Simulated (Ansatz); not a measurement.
# 1T-TiTe2 monolayer in a perpendicular field, part 2 of 2

What dipole does a perpendicular field induce in the 1T-TiTe2 monolayer? A positive field points along +c.

Ansatz 0.2.0; plane-wave DFT, PBE-D3(BJ), Ansatz PAW (set soft_1); PAW set soft_1.

So far. Step 2 (Relaxing the slab): The lattice constant a goes from 3.750 to 3.679 Å.

**3. Atoms held, field 0**

A sawtooth potential applies the field, turning back in the middle of the vacuum. With the dipole correction the typed value is the field outside the slab. The induced dipole is small, so the SCF threshold is tight.

The cell differs from the one that the last finished run ended in (c 38.376 → 21.524 Å).

Contents of input.yaml:

```yaml
crystal:
  lattice:
    - [3.678981655, 0.0, 0.0]
    - [-1.8394908275, 3.1860915733, 0.0]
    - [0.0, 0.0, 21.5237496238]
  atoms:
    - { symbol: Te, position: [0.6666666667, 0.3333333333, 0.4181427566] }
    - { symbol: Ti, position: [0.0, 0.0, 0.5] }
    - { symbol: Te, position: [0.3333333333, 0.6666666667, 0.5818572434] }
kpoints:
  mp_grid: { grid: [12, 12, 1] }
  band_path:
    path: [[0, 0, 0], [0.5, 0, 0], [0.33333333, 0.33333333, 0], [0, 0, 0]]
    npoints: 16
hamiltonian:
  xc: pbe
  dispersion: d3bj
  pseudopotentials: { kind: paw, azcp: { folder: soft_1 } }
scf:
  occupations: { method: fermi_dirac, width: 0.02585 }
  convergence: { dr2_threshold: 1.0e-10 }
efield:
  axis: 3
  dipole_correction: true
  ramp_position: 0.97
  ramp_width: 0.06
  amplitude: 0
output:
  dos: { projected: true, e_range: [-6, 5] }
  write_potential: true
  write_density: true
  volumetric_format: npy
  elf: true
```

Command:

```sh
ansatz run input.yaml --threads 2 --pin off --max-ram 3072MiB --backend cpu --events-out ev --progress --plain --runs-dir out
```

Numbers of over 12 decimals in the logs are rounded to 6 here.

The log of the run:

```text
[...]
Crystal: 3 atoms, lattice volume = 252.292 Å³
Basis set: ecut = 420 eV, 4931 PW (Γ)
Bands: 27, of which v1, the nominal top of the filled ones, is band 22 counted from 1 (21 counted from 0)
Symmetry: 6 space group operations
k-points: 19 of 144 (time reversal used)
[...]
SCF iter   1: F=—  HF=-16463.274829 eV  |F-HF|=—  |Δ(HF+E_count)|=         —  Δρ=1.56e-2  dr2=1.91e0  ethr=3.10e-3  p=0.000 e·Å  D=1.56e-14 V/Å  ΔV_dip=-0.00 eV  dr2_dipole=3.28e-8  V_vac-E_F(+/−)=6.24/6.24 eV  ⟨swp⟩=10.9  Hψ=2880  notcnv=0
efield: sawtooth ramp at fractional position 0.9700 (set: `efield.ramp_position`, or a place that a band, a saddle search or an elastic batch's reference lends), width 0.0600; the density the first Hamiltonian is built on has a dipole p = 0.000 e·Å; the dipole correction subtracts the counter field D = 1.56e-14 V/Å, which shifts the + side's vacuum level by -0.00 eV against the − side's; the planar-averaged density in the ramp window peaks in size at 1.7e-6 e/Å³
[...]
SCF iter   2: F=—  HF=-16463.969320 eV  |F-HF|=—  |Δ(HF+E_count)|=   6.94e-1  Δρ=2.16e-2  dr2=7.83e0  ethr=3.10e-3  p=0.000 e·Å  D=5.88e-6 V/Å  ΔV_dip=-0.00 eV  dr2_dipole=3.03e-9  V_vac-E_F(+/−)=2.88/2.88 eV  ⟨swp⟩=4.3  Hψ=1334  notcnv=0  defer=3  recentre
[...]
SCF iter  11: F=-16462.913947 eV  HF=-16462.913947 eV  |F-HF|=8.37e-11  |Δ(HF+E_count)|=  7.86e-10  Δρ=1.24e-7  dr2=3.48e-11  ethr=1.00e-12  p=0.000 e·Å  D=4.53e-10 V/Å  ΔV_dip=-0.00 eV  dr2_dipole=4.12e-15  V_vac-E_F(+/−)=4.78/4.78 eV  ⟨swp⟩=5.1  Hψ=1587  notcnv=0
SCF 1 converged in 11 iterations: F = -16462.913947 eV  dr2 = 3.48e-11
[...]
NSCF: frozen V_eff on 49 k-points
efield: sawtooth ramp at fractional position 0.9700 (kept from the solve that this one continues, or follows in the run), width 0.0600; the density the first Hamiltonian is built on has a dipole p = 0.000 e·Å; the dipole correction subtracts the counter field D = 4.53e-10 V/Å, which shifts the + side's vacuum level by -0.00 eV against the − side's; the planar-averaged density in the ramp window peaks in size at 1.6e-6 e/Å³
[...]
SCF converged after 11 iterations
Free energy (F): -16462.913947 eV
[...]
Internal energy: -16462.911099 eV  (E = F + TS)
E sigma→0 (E₀):  -16462.912523 eV
Entropy (-TS):   -0.002848 eV (-0.949 meV/atom)
Fermi energy:    -0.016281 eV
Dipole field:    D = -0.000000 V/Å  (p = -0.000000 e·Å, saw-weighted, corrected)
Work function:   Φ+ = 4.7793 eV   Φ− = 4.7794 eV
Levels:          The Fermi level and band energies are counted from a zero that moves with the ramp; work functions are not
[...]
--- Band table (eV; the first three rows and the last of 19) ---
  k-point 0: bands = [... 18 lower, -1.3531, -1.3531, 0.4353, 0.4937, 0.4937, 1.3583, 1.3583, 3.5310, ... 1 higher]
  k-point 1: bands = [... 18 lower, -1.3428, -1.1549, 0.0273, 0.2807, 0.4356, 1.2803, 1.4877, 3.0455, ... 1 higher]
  k-point 2: bands = [... 18 lower, -1.3353, -1.2037, -0.9504, -0.0853, 0.3488, 1.2876, 1.6085, 2.4025, ... 1 higher]
  k-point 18: bands = [... 18 lower, -3.7554, -2.8628, -2.0074, -2.0074, 1.2235, 1.2648, 1.2648, 2.5310, ... 1 higher]
```

Elapsed: 14 s, on 2 threads of Arm Neoverse V1, shared host; peak memory 0.55 GiB; 27 s of CPU time.

Reading the cycles: dr2 is the Hartree energy of the density residual (eV), the measure of convergence; HF is the Harris–Foulkes estimate of the energy, which meets the free energy F at convergence.

Numbers from this step:

```
energy at zero smearing   : -16462.9125 eV
work function, upper face : 4.779 eV
dipole along the normal   : -1.07e-7 e·Å
```

Running mean over a fixed 2.5 Å (it still follows the layers) of the planar mean; the ramp of the sawtooth is left out. Electron's electrostatic potential energy less the Fermi level against z:

z (Å), electron's electrostatic potential energy less the Fermi level (eV) and a bar from the least value:
```
     2.99       4.78 ##############################
     3.44       4.78 ##############################
     3.89       4.78 ##############################
     4.19       4.78 ##############################
     4.63       4.78 ##############################
     5.08       4.77 ##############################
     5.53       4.76 ##############################
     5.98       4.72 ##############################
     6.28       4.64 ##############################
     6.73       4.28 #############################
     7.17       3.05 #########################
     7.62       1.20 ####################
     8.07      -0.65 ###############
     8.52      -2.55 ##########
     8.82      -3.54 ########
     9.27      -5.16 ###
     9.72      -6.25 
    10.16      -6.37 
    10.61      -6.19 
    10.91      -6.19 
    11.36      -6.37 
    11.81      -6.25 
    12.26      -5.16 ###
    12.71      -3.54 ########
    13.00      -2.55 ##########
    13.45      -0.65 ###############
    13.90       1.20 ####################
    14.35       3.05 #########################
    14.80       4.28 #############################
    15.25       4.64 ##############################
    15.54       4.72 ##############################
    15.99       4.76 ##############################
    16.44       4.77 ##############################
    16.89       4.78 ##############################
    17.34       4.78 ##############################
    17.64       4.78 ##############################
    18.09       4.78 ##############################
    18.53       4.78 ##############################
```

The density of states has structure finer than the step of the table below, so its rows give means over 0.25 eV, whole bins alone (the curve runs from -6 to 1.99 eV). Peaks (eV: height): -3.820: 8.39, -1.700: 5.86, -1.340: 7.19, 0.450: 8.61, 1.170: 7.23, 1.330: 18.7, 1.610: 19.2.

The density of states by energy, zero at the Fermi level; means over each step:

```
energy (eV)  density of states (states/eV a cell)
      -5.25                                     0
      -5.00                                 0.139
      -4.75                                 0.921
      -4.50                                  1.02
      -4.25                                  2.03
      -4.00                                  3.17
      -3.75                                  4.04
      -3.50                                  2.12
      -3.25                                 0.977
      -3.00                                  1.22
      -2.75                                  3.58
      -2.50                                  3.18
      -2.25                                  2.05
      -2.00                                  4.27
      -1.75                                  4.91
      -1.50                                  3.88
      -1.25                                  3.78
      -1.00                                  2.16
      -0.75                                  1.48
      -0.50                                  1.19
      -0.25                                 0.752
       0.00                                  1.38
       0.25                                  2.12
       0.50                                  3.19
       0.75                                  1.37
       1.00                                 0.677
       1.25                                  7.60
       1.50                                  7.75
       1.75                                  1.54
```

Projected DOS per atom over height of the atomic layer and energy from the Fermi level. Layers: Te Ti Te from below.

Ten even steps from '_' (0.0 states/eV) to '@' (7.0 states/eV), each cell a mean:
```
______
..@@..
__::__
__..__
__--__
__..__
______
______
..__..
......
::..::
......
......
..__..
______
..__..
..__..
______
______
______
______
______
```
Columns: height of the atomic layer (Å) from 9 to 12.5; rows upwards: energy from the Fermi level (eV) from -5.96 to 1.96.

Electronic bands along the path, in eV, zero at the Fermi level:

```
  point  band 19  band 20  band 21  band 22  band 23  band 24  band 25  band 26
      Γ    -1.34    -1.34     0.45     0.51     0.51     1.37     1.37     3.55
halfway    -2.39    -1.37    -1.15    -0.34     0.16     1.38     1.58     2.32
      M    -2.38    -1.83    -1.70    -0.52    -0.18     1.36     1.70     3.07
halfway    -2.48    -2.23    -1.94    -1.88     0.64     1.41     1.57     2.35
      K    -3.74    -2.85    -1.99    -1.99     1.24     1.28     1.28     2.55
halfway    -2.68    -1.57    -1.54    -0.95     0.60     1.17     1.58     2.24
      Γ    -1.34    -1.34     0.45     0.51     0.51     1.37     1.37     3.55
```

Electrostatic potential energy in the ca plane at fractional y = 0.000, with atoms of Ti within 0.2 Å of it. With pseudopotentials it is smooth inside the atoms' cores, unlike the true potential.

Values in eV, 6 rows by 16 columns, each cell a mean:
```
  5   5   5   5   5   5   4   1 -22 -26  -1   4   4   5   5   5
  5   5   5   5   5   4   2  -1  -6  -8  -1   1   4   5   5   5
  5   5   5   5   5   4  -1  -7   0   1  -6  -3   4   5   5   5
  5   5   5   5   5   4   0  -5   0   0  -4  -2   4   5   5   5
  5   5   5   5   5   4   3   0 -11 -15  -1   2   4   5   5   5
  5   5   5   5   5   5   4   1 -24 -28  -1   4   5   5   5   5
```
Columns run along c (16.0 Å, from fractional 0.09 to 0.83 of the cell; values clipped at the 3rd and 97th percentile), rows up along a (3.7 Å). Atoms in or near the plane, at fractional coordinates: Ti at (0.50, 0.00).

ELF in the ca plane at fractional y = 0.000, with atoms of Ti within 0.2 Å of it. It is the smooth field of the valence electrons, not physical close to the nuclei.

Values, 6 rows by 16 columns, each cell a mean:
```
0.00 0.00 0.00 0.00 0.00 0.02 0.12 0.23 0.45 0.56 0.21 0.16 0.03 0.00 0.00 0.00
0.00 0.00 0.00 0.00 0.01 0.14 0.46 0.57 0.27 0.22 0.55 0.50 0.20 0.02 0.00 0.00
0.00 0.00 0.00 0.00 0.03 0.35 0.66 0.57 0.48 0.40 0.58 0.65 0.45 0.06 0.00 0.00
0.00 0.00 0.00 0.00 0.03 0.30 0.64 0.59 0.42 0.33 0.60 0.63 0.39 0.05 0.00 0.00
0.00 0.00 0.00 0.00 0.01 0.08 0.33 0.49 0.29 0.30 0.46 0.39 0.12 0.01 0.00 0.00
0.00 0.00 0.00 0.00 0.00 0.01 0.08 0.16 0.47 0.59 0.14 0.11 0.02 0.00 0.00 0.00
```
Columns run along c (16.0 Å, from fractional 0.09 to 0.83 of the cell), rows up along a (3.7 Å). Atoms in or near the plane, at fractional coordinates: Ti at (0.50, 0.00).

Valence density in the ca plane at fractional y = 0.000, with atoms of Ti within 0.2 Å of it. It is the smooth field of the valence electrons, not physical close to the nuclei.

Ten steps, logarithmic in the rise over the least value, from '0' (0 e/Å³) to '9' (10 e/Å³), each cell a mean:
```
00000000000000000001113799732110000000000000
00000000000000000011222566522211000000000000
00000000000000000112222233222222100000000000
00000000000000000123332211223332100000000000
00000000000000001223332211223332210000000000
00000000000000001123332211223332110000000000
00000000000000000122322222222322100000000000
00000000000000000112222355322221100000000000
00000000000000000011123688632111000000000000
00000000000000000001114899841110000000000000
```
Columns run along c (16.0 Å, from fractional 0.09 to 0.83 of the cell), rows up along a (3.7 Å). Atoms in or near the plane, at fractional coordinates: Ti at (0.50, 0.00).

The work function of the upper face is 4.78 eV.

**4. Single point, field 0.1 V/Å**

Changes to input.yaml since step 3:

```diff
@@ -24,7 +24,6 @@
   dipole_correction: true
-  ramp_position: 0.97
-  ramp_width: 0.06
-  amplitude: 0
+  ramp_position: 0.9573
+  ramp_width: 0.0855
+  amplitude: 0.1
 output:
-  dos: { projected: true, e_range: [-6, 5] }
   write_potential: true
@@ -32,2 +31 @@
   volumetric_format: npy
-  elf: true
```

The log of the run:

```text
[...]
Crystal: 3 atoms, lattice volume = 252.292 Å³
Basis set: ecut = 420 eV, 4931 PW (Γ)
Bands: 27, of which v1, the nominal top of the filled ones, is band 22 counted from 1 (21 counted from 0)
Symmetry: 6 space group operations
k-points: 19 of 144 (time reversal used)
[...]
k-point 0: bands = [... 18 lower, -1.3538, -1.3538, 0.4347, 0.4931, 0.4931, 1.3577, 1.3577, 3.5304, ... 1 higher]
  k-point 1: bands = [... 18 lower, -1.3434, -1.1556, 0.0267, 0.2801, 0.4350, 1.2796, 1.4871, 3.0447, ... 1 higher]
  k-point 2: bands = [... 18 lower, -1.3359, -1.2044, -0.9511, -0.0859, 0.3482, 1.2869, 1.6079, 2.4016, ... 1 higher]
  k-point 18: bands = [... 18 lower, -3.7511, -2.8634, -2.0179, -1.9981, 1.2229, 1.2633, 1.2651, 2.5292, ... 1 higher]
[key lines of the parts left out:]
SCF converged after 11 iterations
Free energy (F): -16462.915953 eV
Fermi energy:    -0.016873 eV
Dipole field:    D = 0.028783 V/Å  (p = 0.040131 e·Å, saw-weighted, corrected)
```

Run time: 13 s. Hardware: 2 threads; peak memory 0.49 GiB.

The dipole is 0.0401 e·Å.

**5. Atoms held, field -0.1 V/Å**

Changes to input.yaml since step 4:

```diff
@@ -26,3 +26,3 @@
   ramp_width: 0.0855
-  amplitude: 0.1
+  amplitude: -0.1
 output:
```

The log of the run:

```text
[...]
Crystal: 3 atoms, lattice volume = 252.292 Å³
Basis set: ecut = 420 eV, 4931 PW (Γ)
Bands: 27, of which v1, the nominal top of the filled ones, is band 22 counted from 1 (21 counted from 0)
Symmetry: 6 space group operations
k-points: 19 of 144 (time reversal used)
[...]
k-point 0: bands = [... 18 lower, -1.3536, -1.3536, 0.4349, 0.4933, 0.4933, 1.3579, 1.3579, 3.5306, ... 1 higher]
  k-point 1: bands = [... 18 lower, -1.3433, -1.1554, 0.0268, 0.2802, 0.4352, 1.2797, 1.4872, 3.0448, ... 1 higher]
  k-point 2: bands = [... 18 lower, -1.3358, -1.2042, -0.9509, -0.0857, 0.3484, 1.2871, 1.6080, 2.4018, ... 1 higher]
  k-point 18: bands = [... 18 lower, -3.7509, -2.8632, -2.0177, -1.9980, 1.2231, 1.2635, 1.2653, 2.5293, ... 1 higher]
[key lines of the parts left out:]
SCF converged after 12 iterations
Free energy (F): -16462.915953 eV
Fermi energy:    -0.016721 eV
Dipole field:    D = -0.028782 V/Å  (p = -0.040130 e·Å, saw-weighted, corrected)
```

Run time: 14 s. Hardware: 2 threads; peak memory 0.49 GiB.

The dipole is -0.0401 e·Å.

**6. Response, atoms held**

This step: plane-wave DFT, PBE-D3(BJ), Ansatz PAW (set soft_1); response to a field along the normal, atoms held; PAW set soft_1 (Ansatz 0.2.0).

The dipoles give the slope, and the difference of two potentials shows where the field is screened.

Numbers from this step:

- equivalent conductor thickness p/(ε₀AE): 6.195 Å
- distance between the outer atoms: 3.524 Å

The dipole of the cell by applied field:

```csv
applied field (V/Å),dipole of the cell (e·Å)
-0.1000,-0.0401
0.0000,-1.1e-7
0.1000,0.0401
```

Local field over the applied field, running mean. From the potentials at -0.1 and 0.1 V/Å; running mean over 2.5 Å. Table of local field over applied field by z:

z (Å), local field over applied field and a bar:
```
     4.04      0.999 ##############################
     4.33      0.998 ##############################
     4.78      0.995 ##############################
     5.08      0.990 ##############################
     5.53      0.976 #############################
     5.83      0.957 #############################
     6.28      0.904 ###########################
     6.58      0.845 #########################
     6.88      0.764 #######################
     7.32      0.615 ##################
     7.62      0.510 ###############
     8.07      0.353 ##########
     8.37      0.254 #######
     8.82      0.129 ###
     9.12      0.075 ##
     9.42      0.047 #
     9.87      0.034 
    10.16      0.028 
    10.61      0.019 
    10.91      0.019 
    11.36      0.028 
    11.66      0.034 
    12.11      0.047 #
    12.41      0.075 ##
    12.71      0.129 ###
    13.15      0.254 #######
    13.45      0.353 ##########
    13.90      0.510 ###############
    14.20      0.615 ##################
    14.65      0.764 #######################
    14.95      0.845 #########################
    15.25      0.904 ###########################
    15.69      0.957 #############################
    15.99      0.976 #############################
    16.44      0.990 ##############################
    16.74      0.995 ##############################
    17.19      0.998 ##############################
    17.49      0.999 ##############################
```

Electrons, planar mean, per unit field. The induced electron density by z:

```
z (Å)  induced electron density (e/Å³ per V/Å)
  4.5                                   1.2e-5
  5.0                                   3.7e-5
  5.5                                   1.1e-4
  6.0                                   2.9e-4
  6.5                                   7.4e-4
  7.0                                  0.00171
  7.5                                  0.00314
  8.0                                  0.00319
  8.5                                   9.4e-4
  9.0                                   6.0e-4
  9.5                                   5.1e-4
 10.0                                  -4.8e-4
 10.5                                  -6.4e-4
 11.0                                   5.8e-4
 11.5                                   5.6e-4
 12.0                                  -5.2e-4
 12.5                                  -5.8e-4
 13.0                                  -8.7e-4
 13.5                                 -0.00311
 14.0                                 -0.00319
 14.5                                 -0.00177
 15.0                                  -7.7e-4
 15.5                                  -3.0e-4
 16.0                                  -1.1e-4
 16.5                                  -3.9e-5
 17.0                                  -1.3e-5
```

By hand: between -0.1 and 0.1 V/Å the dipole changes by 0.08026 e·Å, a slope of 0.4013 e·Å²/V. A perfect conductor of thickness t has p = ε₀AEt, so t = 180.95 × 0.4013 / 11.722 = 6.20 Å (e/ε₀ = 180.95 V·Å, A in Å²).

The induced dipole is that of a conductor 6.20 Å thick.

**7. Results**

```yaml
gap_without_field: none
work_function_upper_face: 4.78 eV
equivalent_conductor_thickness_atoms_held: 6.20 Å
```

What this shows: The induced dipole equals that of a perfect conductor 6.20 Å thick, while the outer atoms lie 3.52 Å apart. There is no gap over 0.03 eV, with or without the field. The main runs have no spin polarisation; a magnetic state could lie lower and would change these results. Spin-orbit coupling is left out, which matters for the bands of elements this heavy.

[Logs are printed without paths, hosts, clocks, repeated set-up lines and the standing remarks that a program may print on its own settings, such as how far it seeks lower states.]

[Hosts, paths, dates, database ids (printed as entryN), source tags and the programs' standing remarks are cut or masked in the printed files.]

[Maps of the electrostatic potential energy from Ansatz leave out the sawtooth potential of an applied field or a dipole correction, so their vacuum need not be flat; planar profiles and work functions include it.]

[The density of states shown here was stored with 400 of the rows of the run's finer table, so its peaks can read low, often by over a quarter, or be missed, and its means over a window can be off by a tenth or more.]
